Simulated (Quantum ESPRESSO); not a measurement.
Computed results, one entry a study.

```json
{"subject": "MnO (Manganosite): energy against a fixed spin moment", "lattice_ang": [[0.0, 2.223, 2.223], [2.223, 0.0, 2.223], [2.223, 2.223, 0.0]], "atoms": [["Mn", 0.0, 0.0, 0.0], ["O", 0.5, 0.5, 0.5]], "method": "LDA; plane waves with GBRV 1.5 LDA potentials, no spin-orbit coupling (and 1 further level or step)", "program": "Quantum ESPRESSO 7.5", "settings_of_one_run": "GBRV 1.5 LDA, potential files O: o_lda_v1.2.uspp.F.UPF, Mn: mn_lda_v1.5.uspp.F.UPF, cutoff 544.23 eV, 8×8×8 k-mesh, 19 bands, fermi-dirac occupations, smearing width 0.01 eV, collinear spin, SCF threshold 2.00e-7, starting moments 4.5 0 μB", "cost": "8 runs, 48 s in all on 2 MPI ranks of Arm Neoverse V2, shared host (the runs of this entry)", "notes": "The run is spin-polarised, with a total moment of 4.61 μB a cell (absolute 4.61). The cell holds one seeded atom, so opposed orders, which may lie lower, cannot form in it. No Hubbard term acts here. In such compounds local and semilocal functionals without one often delocalise the d electrons, and can shrink or lose moments and miss the size, sign and order of the couplings.", "results": {"moment_of_the_free_run": "4.61 μB a cell", "energy_at_zero_total_moment": "1876 meV a cell over the lowest", "delta_e_delta_m2_from_the_lowest_point_to_5p19_and_to_4p15_mu_b": "1745 and 344 meV/μB²"}}
```

[Logs and program files are shortened in this print: banners, set-up blocks, solver, clock and traceback lines can be left out without a mark of their own.]

[Logs are printed without paths, hosts, clocks, repeated set-up lines and the standing remarks that a program may print on its own settings, such as how far it seeks lower states.]

[Hosts, paths, dates, database ids (printed as entryN), source tags and the programs' standing remarks are cut or masked in the printed files.]

[Where a cell is said to come from a database of computed structures, the database is the Materials Project.]
